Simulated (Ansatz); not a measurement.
## How fast states decay through NaCaF3

A new crystal, NaCaF3: structure, gap and complex bands. It is built by putting Na for K, Ca for Mg in the KMgF3 structure of space group Pm-3m, with the volume rescaled by atomic radii. The parent structure comes from the Materials Project.

Method: LDA DFT, plane waves, PAW files, in the first sound run; inputs show where later runs differ, in Ansatz 0.2.0.

The structure was built from a prototype and need not be the compound's stable phase.

### Step 1. Set-up

It takes space group Pm-3m (No. 221, cubic). Conventional cell: a = 3.953 Å, b = 3.953 Å, c = 3.953 Å, α = 90.00°, β = 90.00°, γ = 90.00°. Na has 12 F at 2.80 Å nearest. Ca has 6 F at 1.98 Å nearest. Nearest to F lie 2 Ca at 1.98 Å and 4 Na at 2.80 Å. It derives from KMgF3. Na for K, Ca for Mg in the KMgF3 structure of space group Pm-3m. Farther neighbours and most contacts between anions are not listed.

### Step 2. Cell and atoms at rest

The substituted atoms don't fit the parent's cell, so cell and atoms relax together. A small smearing keeps the run stable in case the gap closes on the way.

input.yaml

```yaml
crystal:
  lattice:
    - [3.9531019218, 0.0, 0.0]
    - [0.0, 3.9531019218, 0.0]
    - [0.0, 0.0, 3.9531019218]
  atoms:
    - { symbol: Na, position: [0.5, 0.5, 0.5] }
    - { symbol: Ca, position: [0.0, 0.0, 0.0] }
    - { symbol: F, position: [0.0, 0.5, 0.0] }
    - { symbol: F, position: [0.0, 0.0, 0.5] }
    - { symbol: F, position: [0.5, 0.0, 0.0] }
kpoints:
  mp_grid: { grid: [6, 6, 6] }
scf:
  occupations: { method: gaussian, width: 0.03 }
hamiltonian:
  xc: lda
output:
  forces: true
  stress: true
relax:
  f_tol: 0.02
  max_steps: 60
  cell: {}
```

On the command line:

```sh
> ansatz run input.yaml --threads 2 --pin off --max-ram 4096MiB --backend cpu --events-out ev --progress --plain --runs-dir out
```

Numbers of over 12 decimals in the logs are rounded to 6 here.

The log of the run:

```text
Engine: ansatz 0.2.0, aarch64-unknown-linux-gnu
Pseudopotentials: kind: paw
Pseudopotential: Na, paw, valence charge 9, recommended cutoff 420 eV (normal), Na.paw.azcp
Pseudopotential: Ca, paw, valence charge 10, recommended cutoff 420 eV (normal), Ca.paw.azcp
Pseudopotential: F, paw, valence charge 7, recommended cutoff 420 eV (normal), F.paw.azcp
Functional definition: SPW92
  exchange = slater_x
  correlation = pw_c
Crystal: 5 atoms, lattice volume = 61.775 Å³
Basis set: ecut = 420 eV, 1213 PW (Γ)
Bands: 25, of which v1, the nominal top of the filled ones, is band 20 counted from 1 (19 counted from 0)
Symmetry: 48 space group operations
Space group: Pm-3m (ITA 221), of the structure as read, at distance tolerance 4.0e-5 Å
k-points: 20 of 216
Non-local potential: Na, projectors of the file, l = 0: 3, l = 1: 2, l = 2: 1
Non-local potential: Ca, projectors of the file, l = 0: 3, l = 1: 2, l = 2: 2
Non-local potential: F, projectors of the file, l = 0: 2, l = 1: 2, l = 2: 1
PAW form: soft (Blöchl's): semilocal exchange-correlation on the pseudo side does not see the compensation charge
PAW frozen core: Na, regenerated for the run's functional, and the local potential with it (the file was generated under x = pbe(κ = 0.804, μ = 0.219515), c = pbe(β = 0.066725))
PAW frozen core: Ca, regenerated for the run's functional, and the local potential with it (the file was generated under x = pbe(κ = 0.804, μ = 0.219515), c = pbe(β = 0.066725))
PAW frozen core: F, regenerated for the run's functional, and the local potential with it (the file was generated under x = pbe(κ = 0.804, μ = 0.219515), c = pbe(β = 0.066725))
PAW one-centre angular grid: Na, 110 points (default); XC on 64 Gauss nodes
PAW one-centre angular grid: Ca, 110 points (default); XC on 64 Gauss nodes
PAW one-centre angular grid: F, 110 points (default); XC on 64 Gauss nodes
Initial density: superposition of atomic densities (neutral atoms: chi_scale 0, normalization atom), corrected by the library's trained network
Initial wavefunctions: pseudopotential atomic-orbital guess
Functional: x = slater, c = lda
SCF iter   1: F=—  HF=-5627.312084 eV  |F-HF|=—  |Δ(HF+E_count)|=         —  Δρ=1.80e-2  dr2=1.41e-1  ethr=1.77e-3  ⟨swp⟩=8.8  Hψ=2878  notcnv=0
preconditioner: auto → Resta (q_TF=auto, 2.538 Å⁻¹)  ε∞=3.0  [insulator: Δε(μ)=5.059 eV  Ē_g=20.052 eV  σ=0.030 eV  W_gap=1.00  n_scr=18 (ndim 8)  ℏωp=28.3 eV  f_vac=0.121  D(μ)=0.00/eV (n_scr^D=0)  ε∞_Penn≈3.0]
SCF iter   2: F=—  HF=-5627.268208 eV  |F-HF|=—  |Δ(HF+E_count)|=   4.39e-2  Δρ=4.74e-3  dr2=4.84e-3  ethr=3.52e-4  ⟨swp⟩=2.0  Hψ=943  notcnv=0  defer=20
SCF iter   3: F=—  HF=-5627.266595 eV  |F-HF|=—  |Δ(HF+E_count)|=   1.61e-3  Δρ=1.94e-3  dr2=1.64e-3  ethr=1.21e-5  ⟨swp⟩=2.2  Hψ=793  notcnv=0  defer=20
SCF iter   4: F=—  HF=-5627.266190 eV  |F-HF|=—  |Δ(HF+E_count)|=   4.05e-4  Δρ=9.71e-4  dr2=3.62e-4  ethr=4.10e-6  ⟨swp⟩=1.0  Hψ=480  notcnv=0  defer=20
SCF iter   5: F=—  HF=-5627.266045 eV  |F-HF|=—  |Δ(HF+E_count)|=   1.44e-4  Δρ=2.04e-4  dr2=2.43e-5  ethr=9.06e-7  ⟨swp⟩=3.0  Hψ=803  notcnv=0  defer=20
SCF iter   6: F=—  HF=-5627.266031 eV  |F-HF|=—  |Δ(HF+E_count)|=   1.43e-5  Δρ=3.02e-5  dr2=6.72e-7  ethr=6.08e-8  ⟨swp⟩=2.9  Hψ=900  notcnv=0  defer=20
SCF iter   7: F=-5627.266031 eV  HF=-5627.266031 eV  |F-HF|=8.61e-9  |Δ(HF+E_count)|=   2.90e-7  Δρ=7.74e-6  dr2=1.59e-8  ethr=2.50e-10  ⟨swp⟩=4.0  Hψ=1578  notcnv=0
SCF 1 converged in 7 iterations: F = -5627.266031 eV  dr2 = 1.59e-8
  greatest PAW one-centre occupation: 0.999 electrons in one spin orbital (limit 2), on the Na atom at site 0 (counted from 0), in its partial waves of l = 0
relax step   1: F+E_penalty+E_count = -5627.26603061 eV  Δ(F+E_penalty+E_count) = +0.000e0 eV  max|allowed force component| = 1.893e-28 eV/Å  Δτ_max = 0.0000 Å  P = +27.144 GPa  Ω = 61.775 Å³  (7 SCF iters, dr2 threshold 1.00e-7 eV, accepted)
Crystal: 5 atoms, lattice volume = 71.500 Å³
Basis set: ecut = 420 eV, 1365 PW (Γ)
Initial density: handed on by an earlier stage of this run
Initial wavefunctions: those handed on with the density
iter 1 solved again at ethr=4.31e-4 eV; its pass at ethr=3.10e-3 eV (dr2=1.72e-1 eV) is discarded
SCF iter   1: F=—  HF=-5628.257265 eV  |F-HF|=—  |Δ(HF+E_count)|=         —  Δρ=1.37e-2  dr2=1.74e-1  ethr=4.31e-4  ⟨swp⟩=1.0  Hψ=2807  notcnv=0
preconditioner: auto → Resta (q_TF=auto, 2.477 Å⁻¹)  ε∞=2.8  [insulator: Δε(μ)=5.199 eV  Ē_g=19.543 eV  σ=0.030 eV  W_gap=1.00  n_scr=18 (ndim 8)  ℏωp=26.3 eV  f_vac=0.215  D(μ)=0.00/eV (n_scr^D=0)  ε∞_Penn≈2.8]
SCF iter   2: F=—  HF=-5628.186985 eV  |F-HF|=—  |Δ(HF+E_count)|=   7.03e-2  Δρ=7.64e-3  dr2=4.64e-2  ethr=4.31e-4  ⟨swp⟩=2.6  Hψ=858  notcnv=0
SCF iter   3: F=—  HF=-5628.165484 eV  |F-HF|=—  |Δ(HF+E_count)|=   2.15e-2  Δρ=3.04e-3  dr2=5.47e-3  ethr=1.16e-4  ⟨swp⟩=3.0  Hψ=893  notcnv=0
SCF iter   4: F=—  HF=-5628.164011 eV  |F-HF|=—  |Δ(HF+E_count)|=   1.47e-3  Δρ=1.20e-3  dr2=8.58e-4  ethr=1.37e-5  ⟨swp⟩=2.1  Hψ=868  notcnv=0
SCF iter   5: F=—  HF=-5628.163856 eV  |F-HF|=—  |Δ(HF+E_count)|=   1.56e-4  Δρ=2.19e-4  dr2=3.88e-5  ethr=2.15e-6  ⟨swp⟩=2.0  Hψ=680  notcnv=0
SCF iter   6: F=—  HF=-5628.163860 eV  |F-HF|=—  |Δ(HF+E_count)|=   4.34e-6  Δρ=5.96e-5  dr2=2.88e-6  ethr=9.70e-8  ⟨swp⟩=2.3  Hψ=704  notcnv=0
SCF iter   7: F=-5628.163860 eV  HF=-5628.163860 eV  |F-HF|=4.86e-9  |Δ(HF+E_count)|=   3.91e-7  Δρ=1.30e-5  dr2=1.50e-7  ethr=1.25e-9  ⟨swp⟩=4.0  Hψ=1705  notcnv=0
SCF 2 converged in 7 iterations: F = -5628.163860 eV  dr2 = 1.50e-7
relax step   2: F+E_penalty+E_count = -5628.16386027 eV  Δ(F+E_penalty+E_count) = -8.978e-1 eV  max|allowed force component| = 3.689e-29 eV/Å  Δτ_max = 0.0000 Å  P = +5.806 GPa  Ω = 71.500 Å³  energy of the carried Pulay correction = -4.269e-2 eV  (7 SCF iters, dr2 threshold 5.00e-7 eV, accepted)
Crystal: 5 atoms, lattice volume = 74.694 Å³
Basis set: ecut = 420 eV, 1419 PW (Γ)
iter 1 solved again at ethr=3.77e-5 eV; its pass at ethr=3.10e-3 eV (dr2=1.51e-2 eV) is discarded
SCF iter   1: F=—  HF=-5628.223911 eV  |F-HF|=—  |Δ(HF+E_count)|=         —  Δρ=4.01e-3  dr2=1.53e-2  ethr=3.77e-5  ⟨swp⟩=1.0  Hψ=2721  notcnv=0
preconditioner: auto → Resta (q_TF=auto, 2.459 Å⁻¹)  ε∞=2.8  [insulator: Δε(μ)=5.236 eV  Ē_g=19.330 eV  σ=0.030 eV  W_gap=1.00  n_scr=18 (ndim 8)  ℏωp=25.8 eV  f_vac=0.207  D(μ)=0.00/eV (n_scr^D=0)  ε∞_Penn≈2.8]
SCF iter   2: F=—  HF=-5628.217885 eV  |F-HF|=—  |Δ(HF+E_count)|=   6.03e-3  Δρ=2.32e-3  dr2=3.81e-3  ethr=3.77e-5  ⟨swp⟩=2.5  Hψ=863  notcnv=0
SCF iter   3: F=—  HF=-5628.216208 eV  |F-HF|=—  |Δ(HF+E_count)|=   1.68e-3  Δρ=1.07e-3  dr2=7.42e-4  ethr=9.52e-6  ⟨swp⟩=2.0  Hψ=857  notcnv=0
SCF iter   4: F=—  HF=-5628.215982 eV  |F-HF|=—  |Δ(HF+E_count)|=   2.26e-4  Δρ=2.74e-4  dr2=5.73e-5  ethr=1.85e-6  ⟨swp⟩=2.0  Hψ=728  notcnv=0
SCF iter   5: F=—  HF=-5628.215976 eV  |F-HF|=—  |Δ(HF+E_count)|=   5.54e-6  Δρ=6.54e-5  dr2=2.95e-6  ethr=1.43e-7  ⟨swp⟩=2.4  Hψ=766  notcnv=0
SCF iter   6: F=-5628.215977 eV  HF=-5628.215977 eV  |F-HF|=1.79e-8  |Δ(HF+E_count)|=   8.64e-7  Δρ=1.57e-5  dr2=1.93e-7  ethr=1.25e-9  ⟨swp⟩=4.0  Hψ=1742  notcnv=0
SCF 3 converged in 6 iterations: F = -5628.215977 eV  dr2 = 1.93e-7
relax step   3: F+E_penalty+E_count = -5628.21597736 eV  Δ(F+E_penalty+E_count) = -5.212e-2 eV  max|allowed force component| = 7.070e-30 eV/Å  Δτ_max = 0.0000 Å  P = +0.808 GPa  Ω = 74.694 Å³  energy of the carried Pulay correction = -5.540e-2 eV  (6 SCF iters, dr2 threshold 5.00e-7 eV, accepted)
[... from here on, the SCF cycles and remarks between the steps are left out ...]
relax step   4: F+E_penalty+E_count = -5628.21527345 eV  Δ(F+E_penalty+E_count) = +7.039e-4 eV  max|allowed force component| = 4.502e-29 eV/Å  Δτ_max = 0.0000 Å  P = +0.020 GPa  Ω = 75.237 Å³  energy of the carried Pulay correction = -5.750e-2 eV  (5 SCF iters, dr2 threshold 5.00e-7 eV, accepted)
relax step   5: F+E_penalty+E_count = -5628.40301120 eV  Δ(F+E_penalty+E_count) = -1.877e-1 eV  max|allowed force component| = 2.288e-29 eV/Å  Δτ_max = 0.0000 Å  P = +3.690 GPa  Ω = 75.237 Å³  stress off target by 3.69e0 GPa  SCF on the basis re-selected at this cell (its energy is not comparable with the rows above)  (8 SCF iters)
relax step   6: F+E_penalty+E_count = -5628.42956308 eV  Δ(F+E_penalty+E_count) = -2.655e-2 eV  max|allowed force component| = 3.931e-30 eV/Å  Δτ_max = 0.0000 Å  P = +1.164 GPa  Ω = 77.829 Å³  energy of the carried Pulay correction = -1.213e-2 eV  (6 SCF iters, dr2 threshold 5.00e-7 eV, accepted)
relax step   7: F+E_penalty+E_count = -5628.42513104 eV  Δ(F+E_penalty+E_count) = +4.432e-3 eV  max|allowed force component| = 1.735e-29 eV/Å  Δτ_max = 0.0000 Å  P = -0.189 GPa  Ω = 79.419 Å³  energy of the carried Pulay correction = -2.128e-2 eV  (6 SCF iters, dr2 threshold 5.00e-7 eV, accepted)
relax step   8: F+E_penalty+E_count = -5628.42666064 eV  Δ(F+E_penalty+E_count) = -1.530e-3 eV  max|allowed force component| = 6.679e-30 eV/Å  Δτ_max = 0.0000 Å  P = -0.005 GPa  Ω = 79.192 Å³  energy of the carried Pulay correction = -1.989e-2 eV  (5 SCF iters, dr2 threshold 8.98e-8 eV, accepted)
relax step   9: F+E_penalty+E_count = -5628.44791942 eV  Δ(F+E_penalty+E_count) = -2.126e-2 eV  max|allowed force component| = 5.417e-30 eV/Å  Δτ_max = 0.0000 Å  P = +0.132 GPa  Ω = 79.192 Å³  stress off target by 1.32e-1 GPa  SCF on the basis re-selected at this cell (its energy is not comparable with the rows above)  (6 SCF iters)
relax step  10: F+E_penalty+E_count = -5628.44733993 eV  Δ(F+E_penalty+E_count) = +5.795e-4 eV  max|allowed force component| = 7.139e-30 eV/Å  Δτ_max = 0.0000 Å  P = +0.002 GPa  Ω = 79.353 Å³  energy of the carried Pulay correction = -6.467e-4 eV  (5 SCF iters, dr2 threshold 4.33e-8 eV, accepted)
iter 1 solved again at ethr=1.28e-7 eV; its pass at ethr=3.10e-3 eV (dr2=5.13e-5 eV) is discarded
SCF iter   1: F=—  HF=-5628.448031 eV  |F-HF|=—  |Δ(HF+E_count)|=         —  Δρ=2.21e-4  dr2=8.93e-7  ethr=1.28e-7  ⟨swp⟩=2.9  Hψ=3990  notcnv=0
preconditioner: auto → Resta (q_TF=auto, 2.434 Å⁻¹)  ε∞=2.7  [insulator: Δε(μ)=5.036 eV  Ē_g=19.042 eV  σ=0.030 eV  W_gap=1.00  n_scr=18 (ndim 8)  ℏωp=25.0 eV  f_vac=0.211  D(μ)=0.00/eV (n_scr^D=0)  ε∞_Penn≈2.7]
SCF iter   2: F=—  HF=-5628.448075 eV  |F-HF|=—  |Δ(HF+E_count)|=   4.45e-5  Δρ=1.11e-4  dr2=2.40e-7  ethr=2.23e-9  ⟨swp⟩=2.0  Hψ=777  notcnv=0
SCF iter   3: F=—  HF=-5628.448092 eV  |F-HF|=—  |Δ(HF+E_count)|=   1.69e-5  Δρ=1.89e-5  dr2=7.44e-8  ethr=6.00e-10  ⟨swp⟩=2.0  Hψ=681  notcnv=0
SCF iter   4: F=—  HF=-5628.448093 eV  |F-HF|=—  |Δ(HF+E_count)|=   2.33e-7  Δρ=7.43e-7  dr2=2.94e-10  ethr=1.86e-10  ⟨swp⟩=2.0  Hψ=729  notcnv=0
SCF iter   5: F=-5628.448093 eV  HF=-5628.448093 eV  |F-HF|=1.46e-11  |Δ(HF+E_count)|=  1.73e-11  Δρ=1.70e-7  dr2=4.25e-11  ethr=1.00e-12  ⟨swp⟩=4.4  Hψ=1740  notcnv=0
SCF 11 converged in 5 iterations: F = -5628.448093 eV  dr2 = 4.25e-11
relax step  11: F+E_penalty+E_count = -5628.44809254 eV  Δ(F+E_penalty+E_count) = -7.526e-4 eV  max|allowed force component| = 1.070e-29 eV/Å  Δτ_max = 0.0000 Å  P = +0.007 GPa  Ω = 79.353 Å³  stress off target by 6.98e-3 GPa  SCF on the basis re-selected at this cell (its energy is not comparable with the rows above)  (5 SCF iters)
basis re-selected at this cell: Δ(F+E_penalty+E_count) = -7.526e-4 eV, ΔP = +0.005 GPa vs the last step (what re-selecting the basis moved, of the pressure what is left beyond the Pulay correction that the steps carried, after the strain that the cell walked since its last selection, with what the two solves' SCF thresholds leave and, on support functions, any second-order correction that the steps lacked; it is no m [...]
SCF converged after 5 iterations
Free energy (F): -5628.448093 eV
Harris-Foulkes:  -5628.448093 eV  (|F-HF|=1.46e-11)
Internal energy: -5628.448093 eV  (E = F + TS)
E sigma→0 (E₀):  -5628.448093 eV
Fermi energy:    2.975650 eV
--- Per-component energies (eV) ---
  E_band       = -494.006199
  E_kinetic    = 1018.522562
  E_local      = -3911.451708  (includes V_loc(G=0)·N_el)
  E_nonlocal   = 410.853662
  E_hartree    = 1410.650045
  E_xc         = -409.456747
  E_vxc        = -525.326342  (∫ρ·V_xc dr)
  E_paw        = -1623.875045  (= ΣΔE_a)
  E_vpaw       = -307.910732  (= ΣTr[D̂ρ^β])
  E_aug_tail   = 0.006096  (compensation charges beyond the density's cutoff)
  E_ewald      = -2524.460768
  E_core_change = 0.763811  (= ΣΔE_core)
  E_smearing   = -0.000000  (= −TS)
  E_closure    = -0.000000  (closes the sum)
  Σ components = -5628.448093   (vs F -5628.448093, Δ=0.00e0)
--- Forces (eV/Å), atoms counted from 1 ---
  atom   1  Na    -0.00000000     0.00000000    -0.00000000
  atom   2  Ca     0.00000000     0.00000000     0.00000000
  atom   3  F     -0.00000000    -0.00000000     0.00000000
  atom   4  F     -0.00000000    -0.00000000    -0.00000000
  atom   5  F     -0.00000000     0.00000000    -0.00000000
  max |Σ_I F_I| component: 1.49e-29 eV/Å
--- Stress (GPa, compression-positive) ---
        0.006985       0.000000       0.000000
        0.000000       0.006985       0.000000
        0.000000       0.000000       0.006985
  P = ⅓ Tr σ = 0.0070 GPa (0.070 kbar)
--- Relaxed structure (8 steps of the walk, 8 accepted, 3 SCFs on fresh bases) ---
  F+E_penalty+E_count = -5628.44809254 eV   max|allowed force component| = 1.070e-29 eV/Å   (the final SCF, on the basis selected at the relaxed cell)
  cell:  # Å, volume = 79.3532 Å³
    - [4.297225, 0, 0]
    - [0, 4.297225, 0]
    - [0, 0, 4.297225]
  atoms:
    - { symbol: Na, position: [0.5, 0.5, 0.5] }
    - { symbol: Ca, position: [0, 0, 0] }
    - { symbol: F, position: [0, 0.5, 0] }
    - { symbol: F, position: [0, 0, 0.5] }
    - { symbol: F, position: [0.5, 0, 0] }
```

Run time: 9.1 s. Hardware: 2 threads of Arm Neoverse V2, shared host; peak memory 0.33 GiB.

Relaxation path:

```
step  energy less that of the first step (eV)  largest force component (eV/Å)  pressure (GPa)  volume (Å³)
   1                                   0.0000                          0.0000           27.14        61.78
   2                                  -0.8978                          0.0000            5.81        71.50
   3                                  -0.9499                          0.0000            0.81        74.69
   4                                  -0.9492                          0.0000            0.02        75.24
  5*                                  -1.1370                          0.0000            3.69        75.24
   6                                  -1.1635                          0.0000            1.16        77.83
   7                                  -1.1591                          0.0000           -0.19        79.42
   8                                  -1.1606                          0.0000            0.00        79.19
  9*                                  -1.1819                          0.0000            0.13        79.19
  10                                  -1.1813                          0.0000            0.00        79.35
 11*                                  -1.1821                          0.0000            0.01        79.35
```

Relaxation steps marked * repeat the geometry before them on a plane-wave basis chosen anew for their cell, so energy and pressure can jump there.

The run keeps the 48 symmetry operations that it works with, so distortions that break them were not tested.

```
conventional cell, symmetrised  before  after   change
                         a (Å)   3.953  4.297   +8.7 %
                         b (Å)   3.953  4.297   +8.7 %
                         c (Å)   3.953  4.297   +8.7 %
              volume (Å³/atom)   12.36  15.87  +28.5 %
```

Final coordinates:

```xyz
5
Lattice="4.2972 0.0000 0.0000 0.0000 4.2972 0.0000 0.0000 0.0000 4.2972" Properties=species:S:1:pos:R:3 pbc="T T T"
Na    2.1486    2.1486    2.1486
Ca    0.0000    0.0000    0.0000
F     0.0000    2.1486    0.0000
F     0.0000    0.0000    2.1486
F     2.1486    0.0000    0.0000
```

This step gave:

```yaml
free_energy: -5628.4481 eV
fermi_energy: 2.976 eV
pressure: 0.006985 GPa
```

The largest force component on a free atom ends at 1.1e-29 eV/Å.

### Step 3. Band edges

The energy window and the wavevectors of the next steps follow from the band edges, so these are searched first, off the mesh as well.

input.yaml

```yaml
crystal:
  lattice:
    - [4.2972246849, 0.0, 0.0]
    - [0.0, 4.2972246849, 0.0]
    - [0.0, 0.0, 4.2972246849]
  atoms:
    - { symbol: Na, position: [0.5, 0.5, 0.5] }
    - { symbol: Ca, position: [0.0, 0.0, 0.0] }
    - { symbol: F, position: [0.0, 0.5, 0.0] }
    - { symbol: F, position: [0.0, 0.0, 0.5] }
    - { symbol: F, position: [0.5, 0.0, 0.0] }
kpoints:
  mp_grid: { grid: [6, 6, 6] }
  band_path: { path: [VBM, CBM], npoints: 30 }
scf:
  occupations: { method: fixed }
hamiltonian:
  xc: lda
output:
  eigenvalues: true
  write_potential: true
  write_density: true
  volumetric_format: npy
```

The log of the run:

```text
[...]
Crystal: 5 atoms, lattice volume = 79.353 Å³
Basis set: ecut = 420 eV, 1551 PW (Γ)
Bands: 25, of which v1, the nominal top of the filled ones, is band 20 counted from 1 (19 counted from 0)
Symmetry: 48 space group operations
[...]
k-points: 20 of 216
[...]
SCF iter   1: F=—  HF=-5628.496463 eV  |F-HF|=—  |Δ(HF+E_count)|=         —  Δρ=1.69e-2  dr2=1.64e-1  ethr=1.77e-3  ⟨swp⟩=4.8  Hψ=2196  notcnv=0  defer=34
[...]
SCF iter   7: F=-5628.448093 eV  HF=-5628.448093 eV  |F-HF|=2.11e-10  |Δ(HF+E_count)|=   2.12e-8  Δρ=2.00e-6  dr2=4.44e-9  ethr=2.50e-10  ⟨swp⟩=8.1  Hψ=2186  notcnv=0
SCF 1 converged in 7 iterations: F = -5628.448093 eV  dr2 = 4.44e-9
[...]
NSCF: frozen V_eff on 20 k-points
[...]
SCF converged after 7 iterations
Free energy (F): -5628.448093 eV
[...]
Internal energy: -5628.448093 eV  (E = F + TS)
E sigma→0 (E₀):  -5628.448093 eV
Fermi energy:    0.457728 eV
[...]
--- Band table (eV; the first three rows and the last of 20) ---
  k-point 0: bands = [... 16 lower, -0.0060, 0.3515, 0.3515, 0.3515, 5.4934, 9.9540, 9.9540, 9.9540, ... 1 higher]
  k-point 1: bands = [... 16 lower, -0.0389, 0.0088, 0.3323, 0.3323, 5.8533, 9.9942, 10.0869, 10.0869, ... 1 higher]
  k-point 2: bands = [... 16 lower, -0.1875, -0.1051, 0.3072, 0.3072, 6.7685, 9.6519, 10.0779, 10.3360, ... 1 higher]
  k-point 19: bands = [... 16 lower, -1.0663, 0.4577, 0.4577, 0.4577, 8.9991, 10.6034, 10.6034, 10.6034, ... 1 higher]
```

The job ended after 3.4 s (2 threads; peak memory 0.31 GiB; 6.1 s of CPU time).

Numbers from this step:

* Fermi energy: 0.4577 eV
* gap on the k-mesh: 5.036 eV
* gap on path: 5.036 eV, by band count; negative where bands overlap
* direct gap on path: 5.142 eV
* edge places on path: 0, 1.266 1/A along the path

The electronic bands at the labelled points (eV, zero at the Fermi level (highest filled level under fixed occupations); v1 is the highest filled band, c1 the lowest empty one):

```
  point     v4     v3     v2     v1    c1
    VBM  -1.52   0.00   0.00   0.00  8.54
halfway  -0.94  -0.33  -0.33  -0.24  7.02
    CBM  -0.46  -0.11  -0.11  -0.11  5.04
```

The searched edges give 5.04 eV, as on the mesh.

(Part 1 of 3 ends here.)

[Logs are printed without paths, hosts, clocks, repeated set-up lines and the standing remarks that a program may print on its own settings, such as how far it seeks lower states.]

[Hosts, paths, dates, database ids (printed as entryN), source tags and the programs' standing remarks are cut or masked in the printed files.]
